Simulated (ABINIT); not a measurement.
An input for ABINIT 10.8.3 (SrTiO3 (Tausonite)):

```
acell 3*1.0 Angstrom
rprim 
  3.905280000000 0.000000000000 0.000000000000
  0.000000000000 3.905280000000 0.000000000000
  0.000000000000 0.000000000000 3.905280000000
ntypat 3
znucl 38 22 8
natom 5
typat 1 2 3 3 3
xred 
  0.500000000000 0.500000000000 0.500000000000
  0.000000000000 0.000000000000 0.000000000000
  0.500000000000 0.000000000000 0.000000000000
  0.000000000000 0.500000000000 0.000000000000
  0.000000000000 0.000000000000 0.500000000000
pp_dirpath "pseudos"
pseudos "Sr.upf, Ti.upf, O.upf"
ecut 38
ngkpt 4 4 4
nshiftk 1
shiftk 0 0 0
kptopt 1
chksymbreak 0
istwfk *1
occopt 1
irdwfk 1
optdriver 4
nband 200
gwcalctyp 10
ecutsigx 38
symsigma 1
nkptgw 10
kptgw 
  0.0000000000 0.0000000000 0.0000000000
  0.2500000000 0.0000000000 0.0000000000
  0.5000000000 0.0000000000 0.0000000000
  0.2500000000 0.2500000000 0.0000000000
  0.5000000000 0.2500000000 0.0000000000
  0.5000000000 0.5000000000 0.0000000000
  0.2500000000 0.2500000000 0.2500000000
  0.5000000000 0.2500000000 0.2500000000
  0.5000000000 0.5000000000 0.2500000000
  0.5000000000 0.5000000000 0.5000000000
bdgw 
  12 31
  12 31
  12 31
  12 31
  12 31
  12 31
  12 31
  12 31
  12 31
  12 31
ecuteps 6.6
irdscr 1
ppmodel 1
irdqps 1
indata_prefix "in"
outdata_prefix "out"
tmpdata_prefix "tmp"
```

```sh
OMP_NUM_THREADS=1 mpirun -n 4 abinit run.abi > log
```

**Question.** Estimate wall time and host memory on 4 MPI ranks of Arm Neoverse V1, shared host.

It took 21 min; on shared hardware allow 10 min to 41 min. Peak host memory was 2.4 GiB.

[Paths, hosts, dates, memory and timing lines, banners, echoed tables and standing remarks are left out of the program output.]

[Logs are printed without paths, hosts, clocks, repeated set-up lines and the standing remarks that a program may print on its own settings, such as how far it seeks lower states.]

[Runs of the session that timed out or met a known fault of the program may be left out.]

[Hosts, paths, dates, database ids (printed as entryN), source tags and the programs' standing remarks are cut or masked in the printed files.]

[G0W0 gaps are taken among the corrected bands and points alone; a level outside them can change the order at an edge.]

[Where Ansatz stands beside ABINIT at settings called matched, ABINIT's density can come from a denser mesh and the files from another edition; pairs whose starting gaps differed by over 0.03 eV were left out, so agreement reads better than it is.]
